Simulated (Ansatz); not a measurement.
# Formation energy and levels of the substitutional impurity Sb_Ga in GaN (F-43m)

Wanted: the transition levels of a substitutional impurity in GaN (F-43m), from a cell of 54 host atoms with 1 Ga taken out and 1 Sb put in.

Main program and level: Ansatz 0.2.0; place-levels on r2SCAN runs: charge-transition levels and formation energies with image-charge correction and potential alignment at the atomic sites; PAW set soft_1.

### Step 1. Starting point

The cell holds 54 atoms: 26 Ga, 27 N and 1 Sb. Cell: a = 9.542 Å, b = 9.542 Å, c = 9.542 Å, α = 60.0°, β = 60.0°, γ = 60.0°. It derives from GaN (space group F-43m). Nearest the centre at fractional (0.333, 0.667, 0.667): Sb35 at 0.00 Å, N30 at 1.95 Å, N18 at 1.95 Å, N34 at 1.95 Å, N36 at 1.95 Å, Ga33 at 3.18 Å, Ga17 at 3.18 Å, Ga29 at 3.18 Å.

Structure file:

```xyz
54
Lattice="0.0000 6.7473 6.7473 6.7473 0.0000 6.7473 6.7473 6.7473 0.0000" Properties=species:S:1:pos:R:3 pbc="T T T"
Ga    0.0000    0.0000    0.0000
N     1.1245    1.1245    1.1245
Ga    2.2491    2.2491    0.0000
N     3.3736    3.3736    1.1245
Ga    4.4982    4.4982    0.0000
N     5.6227    5.6227    1.1245
Ga    2.2491    0.0000    2.2491
N     3.3736    1.1245    3.3736
Ga    4.4982    2.2491    2.2491
N     5.6227    3.3736    3.3736
Ga    6.7473    4.4982    2.2491
N     7.8718    5.6227    3.3736
Ga    4.4982    0.0000    4.4982
N     5.6227    1.1245    5.6227
Ga    6.7473    2.2491    4.4982
N     7.8718    3.3736    5.6227
Ga    8.9964    4.4982    4.4982
N    10.1209    5.6227    5.6227
Ga    0.0000    2.2491    2.2491
N     1.1245    3.3736    3.3736
Ga    2.2491    4.4982    2.2491
N     3.3736    5.6227    3.3736
Ga    4.4982    6.7473    2.2491
N     5.6227    7.8718    3.3736
Ga    2.2491    2.2491    4.4982
N     3.3736    3.3736    5.6227
Ga    4.4982    4.4982    4.4982
N     5.6227    5.6227    5.6227
Ga    6.7473    6.7473    4.4982
N     7.8718    7.8718    5.6227
Ga    4.4982    2.2491    6.7473
N     5.6227    3.3736    7.8718
Ga    6.7473    4.4982    6.7473
N     7.8718    5.6227    7.8718
Sb    8.9964    6.7473    6.7473
N    10.1209    7.8718    7.8718
Ga    0.0000    4.4982    4.4982
N     1.1245    5.6227    5.6227
Ga    2.2491    6.7473    4.4982
N     3.3736    7.8718    5.6227
Ga    4.4982    8.9964    4.4982
N     5.6227   10.1209    5.6227
Ga    2.2491    4.4982    6.7473
N     3.3736    5.6227    7.8718
Ga    4.4982    6.7473    6.7473
N     5.6227    7.8718    7.8718
Ga    6.7473    8.9964    6.7473
N     7.8718   10.1209    7.8718
Ga    4.4982    4.4982    8.9964
N     5.6227    5.6227   10.1209
Ga    6.7473    6.7473    8.9964
N     7.8718    7.8718   10.1209
Ga    8.9964    8.9964    8.9964
N    10.1209   10.1209   10.1209
```

The host's dielectric constants go in as inputs: 6.00 for the electrons alone, 10.56 with the ions, computed on the host (DFPT, PBEsol, on the r2SCAN cell), and a cell off the functional's own equilibrium shifts the ionic part.

The cell's shortest repeat is 9.5 Å.

### Step 2. What was run first

A transition level is the Fermi level at which two charge states cost the same, so each charge needs its own total energy, at its own relaxed structure.

Each atom starts 0.05 Å or so off its site in a random direction: a symmetric start keeps its symmetry, and would miss off-centre moves and Jahn–Teller distortions. Forces are taken on a 2×2×2 shifted mesh. The cell holds 1 electron more than the neutral one, with a uniform background that keeps it neutral on the whole. The electron count is odd, so at least one spin is unpaired; this run locks the moment at 1 μB.

The sampling was tested on the host first: at the k-points planned (1x1x1 shifted 0.25 0.25 0.25) its energy lies 0.067 eV an atom from the dense-mesh value, so the final energies take a denser sampling.

One of the inputs; charge, spin and start change from state to state.

Input file qm1_M1.relax/input.yaml:

```yaml
crystal:
  lattice:
    - [0.0, 6.74729083, 6.74729083]
    - [6.74729083, 0.0, 6.74729083]
    - [6.74729083, 6.74729083, 0.0]
  atoms:
    - { symbol: Ga, position: [0.0, 0.0, 0.0] }
    - { symbol: "N", position: [0.08333333, 0.08333333, 0.08333333] }
    - { symbol: Ga, position: [0.0, 0.0, 0.33333333] }
    - { symbol: "N", position: [0.08333333, 0.08333333, 0.41666667] }
    - { symbol: Ga, position: [0.0, 0.0, 0.66666667] }
    - { symbol: "N", position: [0.08333333, 0.08333333, 0.75] }
    - { symbol: Ga, position: [0.0, 0.33333333, 0.0] }
    - { symbol: "N", position: [0.08333333, 0.41666667, 0.08333333] }
    - { symbol: Ga, position: [0.0, 0.33333333, 0.33333333] }
    - { symbol: "N", position: [0.08333333, 0.41666667, 0.41666667] }
    - { symbol: Ga, position: [0.0, 0.33333333, 0.66666667] }
    - { symbol: "N", position: [0.08333333, 0.41666667, 0.75] }
    - { symbol: Ga, position: [0.0, 0.66666667, 0.0] }
    - { symbol: "N", position: [0.08333333, 0.75, 0.08333333] }
    - { symbol: Ga, position: [0.0, 0.66666667, 0.33333333] }
    - { symbol: "N", position: [0.08333333, 0.75, 0.41666667] }
    - { symbol: Ga, position: [0.0, 0.66666667, 0.66666667] }
    - { symbol: "N", position: [0.08333333, 0.75, 0.75] }
    - { symbol: Ga, position: [0.33333333, 0.0, 0.0] }
    - { symbol: "N", position: [0.41666667, 0.08333333, 0.08333333] }
    - { symbol: Ga, position: [0.33333333, 0.0, 0.33333333] }
    - { symbol: "N", position: [0.41666667, 0.08333333, 0.41666667] }
    - { symbol: Ga, position: [0.33333333, 0.0, 0.66666667] }
    - { symbol: "N", position: [0.41666667, 0.08333333, 0.75] }
    - { symbol: Ga, position: [0.33333333, 0.33333333, 0.0] }
    - { symbol: "N", position: [0.41666667, 0.41666667, 0.08333333] }
    - { symbol: Ga, position: [0.33333333, 0.33333333, 0.33333333] }
    - { symbol: "N", position: [0.41666667, 0.41666667, 0.41666667] }
    - { symbol: Ga, position: [0.33333333, 0.33333333, 0.66666667] }
    - { symbol: "N", position: [0.41666667, 0.41666667, 0.75] }
    - { symbol: Ga, position: [0.33333333, 0.66666667, 0.0] }
    - { symbol: "N", position: [0.41666667, 0.75, 0.08333333] }
    - { symbol: Ga, position: [0.33333333, 0.66666667, 0.33333333] }
    - { symbol: "N", position: [0.41666667, 0.75, 0.41666667] }
    - { symbol: Sb, position: [0.33333333, 0.66666667, 0.66666667] }
    - { symbol: "N", position: [0.41666667, 0.75, 0.75] }
    - { symbol: Ga, position: [0.66666667, 0.0, 0.0] }
    - { symbol: "N", position: [0.75, 0.08333333, 0.08333333] }
    - { symbol: Ga, position: [0.66666667, 0.0, 0.33333333] }
    - { symbol: "N", position: [0.75, 0.08333333, 0.41666667] }
    - { symbol: Ga, position: [0.66666667, 0.0, 0.66666667] }
    - { symbol: "N", position: [0.75, 0.08333333, 0.75] }
    - { symbol: Ga, position: [0.66666667, 0.33333333, 0.0] }
    - { symbol: "N", position: [0.75, 0.41666667, 0.08333333] }
    - { symbol: Ga, position: [0.66666667, 0.33333333, 0.33333333] }
    - { symbol: "N", position: [0.75, 0.41666667, 0.41666667] }
    - { symbol: Ga, position: [0.66666667, 0.33333333, 0.66666667] }
    - { symbol: "N", position: [0.75, 0.41666667, 0.75] }
    - { symbol: Ga, position: [0.66666667, 0.66666667, 0.0] }
    - { symbol: "N", position: [0.75, 0.75, 0.08333333] }
    - { symbol: Ga, position: [0.66666667, 0.66666667, 0.33333333] }
    - { symbol: "N", position: [0.75, 0.75, 0.41666667] }
    - { symbol: Ga, position: [0.66666667, 0.66666667, 0.66666667] }
    - { symbol: "N", position: [0.75, 0.75, 0.75] }
  host:
    repeats: [3, 3, 3]
    atoms:
      - { symbol: Ga, position: [0.0, 0.0, 0.0] }
      - { symbol: "N", position: [0.25, 0.25, 0.25] }
total_charge: -1
basis:
  ecutwfc: 500
  xc_grid: 2
hamiltonian:
  xc: r2scan
  pseudopotentials: { kind: paw, azcp: { folder: soft_1 } }
kpoints:
  mp_grid: { grid: [2, 2, 2], shift: [0.5, 0.5, 0.5] }
magnetization:
  spin_polarized: true
  initial_magnetization: 1
  spin_locking: { lock_magnetization: hard }
scf:
  occupations: { method: fixed }
  max_iter: 100
output:
  forces: true
  charged_corrections:
    epsilon: 6.0
    static_epsilon: 10.56
    defect_position: [0.333333, 0.666667, 0.666667]
relax:
  f_tol: 0.02
  max_steps: 80
  random_displacement: { amplitude: 0.05, seed: 3481 }
checkpoint:
  write: "../qm1_M1.relax.run"
  compress: false
  write_wavefunctions: true
  write_every: 100000
```

Run with:

```
$ ansatz run input.yaml --threads 4 --pin off --max-ram 15073MiB --backend cpu --events-out ev --progress --plain --runs-dir out
```

The run of this state that the levels use, under r2SCAN:

Input file qm1_M1.point/input.yaml:

```yaml
crystal:
  checkpoint: "../qm1_M1.relax.run"
  host: checkpoint
total_charge: -1
basis:
  ecutwfc: 500
  xc_grid: 2
hamiltonian:
  xc: r2scan
  pseudopotentials: { kind: paw, azcp: { folder: soft_1 } }
kpoints:
  mp_grid: { grid: [2, 2, 2], shift: [0.5, 0.5, 0.5] }
magnetization:
  spin_polarized: true
  initial_magnetization: 1
  spin_locking: { lock_magnetization: hard }
scf:
  occupations: { method: fixed }
  max_iter: 100
output:
  forces: true
  eigenvalues: true
  charged_corrections:
    epsilon: 6.0
    static_epsilon: 10.56
    defect_position: [0.333333, 0.666667, 0.666667]
  eigenstates: { localisation: true }
  populations: true
  efg: {}
  band_densities: [{ bands: [v1, v1] }, { bands: [c1, c1] }]
  write_density: true
  write_potential: true
  volumetric_format: npy
checkpoint:
  read: "../qm1_M1.relax.run"
  write: "../qm1_M1.point.run"
  compress: false
  write_wavefunctions: false
  write_every: 100000
```

Relaxations under r2SCAN at a 2×2×2 shifted mesh; times on 4 threads of Arm Neoverse V2, shared host:

```
charge  moment (μB)  occupations    outcome  steps  largest displacement against the far atoms (Å)     time
    −1            1        fixed  converged      8                                            0.37   16 min
     0            0        fixed  converged      9                                            0.34  6.9 min
    +1            1        fixed  converged      4                                            0.14  9.4 min
    +2            0        fixed  converged      4                                            0.07  3.7 min
     0            2        fixed  converged     15                                            0.29   27 min
```

Single points under r2SCAN at a 2×2×2 shifted mesh; times on 4 threads of Arm Neoverse V2, shared host:

| charge | moment (μB) | occupations | outcome | time |
| --- | --- | --- | --- | --- |
| −1 | 1 | fixed | converged | 1.9 min |
| 0 | 0 | fixed | converged | 55 s |
| +1 | 1 | fixed | converged | 1.8 min |
| +2 | 0 | fixed | converged | 53 s |
| 0 | 2 | fixed | converged | 2.1 min |

Distances (Å) from Sb35 to the nearest atoms after relaxation with r2SCAN:

```csv
charge,moment (μB),1.,2.,3.,4.,5.,6.
−1,1,N 2.17,N 2.17,N 2.17,N 2.39,Ga 2.89,Ga 2.89
0,0,N 2.13,N 2.13,N 2.13,N 2.15,Ga 2.92,Ga 2.92
0,2,N 2.11,N 2.11,N 2.16,N 2.17,Ga 3.05,Ga 3.05
+1,1,N 2.08,N 2.08,N 2.08,N 2.08,Ga 3.23,Ga 3.23
+2,0,N 1.99,N 1.99,N 1.99,N 1.99,Ga 3.24,Ga 3.24
```

### Step 3. Levels against the band edges, r2SCAN

A charged cell interacts with its images and the background, and its potential has another zero than the host's. place-levels removes the first by a point-charge model, screened by the static dielectric constant since the ions have relaxed around the charge, and the second by comparing potentials at atoms far from the defect.

The host is a run of the defect-free crystal in the same cutoffs, grids and k-points, so that basis and sampling errors cancel in part in the differences. The host is run in a cell of 2 atoms on a matching mesh. Its band edges are searched through the zone by a band path, so the gap is smaller than, or equal to, that on the mesh. Chemical potentials are energies per atom of Ga (alpha-Ga (Cmce)) and Sb (A7 rhombohedral), run with the same functional and cutoff.

Input file levels.point.yaml:

```yaml
host:
  run: host.point.run
states: [qm1_M1.point.run, q0.point.run, qp1_M1.point.run, qp2.point.run, q0_M2.point.run]
geometry_from:
  qm1_M1.point.run: qm1_M1.relax.run
  q0.point.run: q0.relax.run
  qp1_M1.point.run: qp1_M1.relax.run
  qp2.point.run: qp2.relax.run
  q0_M2.point.run: q0_M2.relax.run
  host.point.run: host.relax.run
chemical_potentials:
  Ga:
    energy: -3790.270342
    dataset: <sha256 of the dataset>
  Sb:
    energy: -6499.197686
    dataset: <sha256 of the dataset>
epsilon: 6.0
static_epsilon: 10.56
vertical:
  - { from: qm1_M1.point.run, to: qm1_M1.point_neutral.run }
  - { from: qp1_M1.point.run, to: qp1_M1.point_neutral.run }
  - { from: qp2.point.run, to: qp2.point_neutral.run }
```

Run with:

```
$ ansatz place-levels levels.point.yaml -- --threads 4 --pin off --max-ram 15073MiB
```

Numbers of over 12 decimals in the logs are rounded to 6 here.

Log:

```text
[... repeated set-up lines and file paths are left out, and long positions are rounded to six places ...]
(+2/+1) 1.948 eV above the valence edge, 0.221 eV under the conduction edge
(+1/0) 2.376 eV above the valence edge, in the conduction band
(0/-1) 2.524 eV above the valence edge (+3.566 eV without the band-filling correction), in the conduction band
formation energy of charge +2: +0.999 eV with the Fermi level at the valence edge
formation energy of charge +1: +2.947 eV with the Fermi level at the valence edge
formation energy of charge 0: +5.323 eV with the Fermi level at the valence edge
formation energy of charge -1: +7.847 eV with the Fermi level at the valence edge
vertical -1 to 0: no energy, since no alignment is typed
  the change from vertical[0].from (qm1_M1.point.run) to vertical[0].to (qm1_M1.point_neutral.run): by its potential at epsilon 6 it stands at 0.351 0.684 0.686, with an rms radius of about 1.8 Å (1.1 1.1 1.1 Å across the planes of the cell's vectors); [...]
vertical +1 to 0: no energy, since no alignment is typed
  the change from vertical[1].from (qp1_M1.point.run) to vertical[1].to (qp1_M1.point_neutral.run): by its potential at epsilon 6 it stands at 0.374 0.706 0.706, with an rms radius of about 2.5 Å (1.5 1.5 1.5 Å across the planes of the cell's vectors); [...]
vertical +2 to 0: no energy, since no alignment is typed
  the change from vertical[2].from (qp2.point.run) to vertical[2].to (qp2.point_neutral.run): by its potential at epsilon 6 it stands at 0.362 0.696 0.696, with an rms radius of about 2.8 Å (1.6 1.6 1.6 Å across the planes of the cell's vectors); [...]
  edges by r2scan, gap 2.168 eV; the host is sampled to repeats of 19.08 Å
  the defect's cells are sampled to repeats of 19.08 Å, like sampling
  charge +2: -115488.9857 eV with its correction of +1.424 eV, at epsilon 10.56, aligned at sites: +0.2489 eV, mean over 19 atomic sites at or beyond 4.77 Å from the defect at [0.3333, 0.6667, 0.6667], with +0.000000 for the charge's moments and without [...]
  charge +1: -115477.5884 eV with its correction of +0.517 eV, at epsilon 10.56, aligned at sites: +0.2850 eV, mean over 19 atomic sites at or beyond 4.77 Å from the defect at [0.3333, 0.6667, 0.6667], with +0.000000 for the charge's moments and without [...]
  charge 0: +0.000 eV for its dipole among its images, +0.000 omitted
  charge -1: -115452.7472 eV with its correction of -0.117 eV, at epsilon 10.56, aligned at sites: +0.3484 eV, mean over 19 atomic sites at or beyond 4.77 Å from the defect at [0.3333, 0.6667, 0.6667], with +0.000000 for the charge's moments and without [...]
  charge 0: states[4] (q0_M2.point.run) stands 0.732 eV higher, with a moment of 2.00 μB against 0.00
  of states[3] (qp2.point.run): it parts from the run at its places by a charge that spreads by about 1.6 Å along one vector (1.3 Å or more is wide), by its potential at epsilon 6, taken for that of held ions (one typed too small widens it), where the cell [...]
  of states[2] (qp1_M1.point.run): it parts from the run at its places by a charge that spreads by about 1.5 Å along one vector (1.3 Å or more is wide), by its potential at epsilon 6, taken for that of held ions (one typed too small widens it), where the cell [...]
  of states[1] (q0.point.run): its alignment with the host at atomic sites is doubtful: the mean over the far sites moves by +0.0860 eV from their farther parts to their nearer, more than 0.05 eV. [...]
  of states[0] (qm1_M1.point.run): a band-filling correction moves a carrier to the host's band edge, which changes its energy by -1.042 eV; [...]
  of states[4] (q0_M2.point.run): its alignment with the host at atomic sites is doubtful: the mean over the far sites moves by +0.0764 eV from their farther parts to their nearer, more than 0.05 eV. [...]
  of vertical[0].from (qm1_M1.point.run): stability_check_not_made
  of vertical[1].from (qp1_M1.point.run): stability_check_not_made; [...]
  of vertical[2].from (qp2.point.run): it parts from the run at its places by a charge that spreads by about 1.6 Å along one vector (1.3 Å or more is wide), by its potential at epsilon 6, taken for that of held ions (one typed too small widens it), where the [...]
```

Wall time 0.42 s (4 threads of Arm Neoverse V2, shared host).

(Continued in part 2 of 2.)

[Logs are printed without paths, hosts, clocks, repeated set-up lines and the standing remarks that a program may print on its own settings, such as how far it seeks lower states.]

[Hosts, paths, dates, database ids (printed as entryN), source tags and the programs' standing remarks are cut or masked in the printed files.]

[Where a table of states has a column of steps, it counts the stored structures, which are thinned; the runs took as many ionic steps or more.]

[A defect's name tells the site on which it was built; relaxed atoms can leave that site.]

[For some hosts the program warned that the k-mesh of the response run may be too coarse for force constants and the static dielectric constant; such warnings are not shown here.]
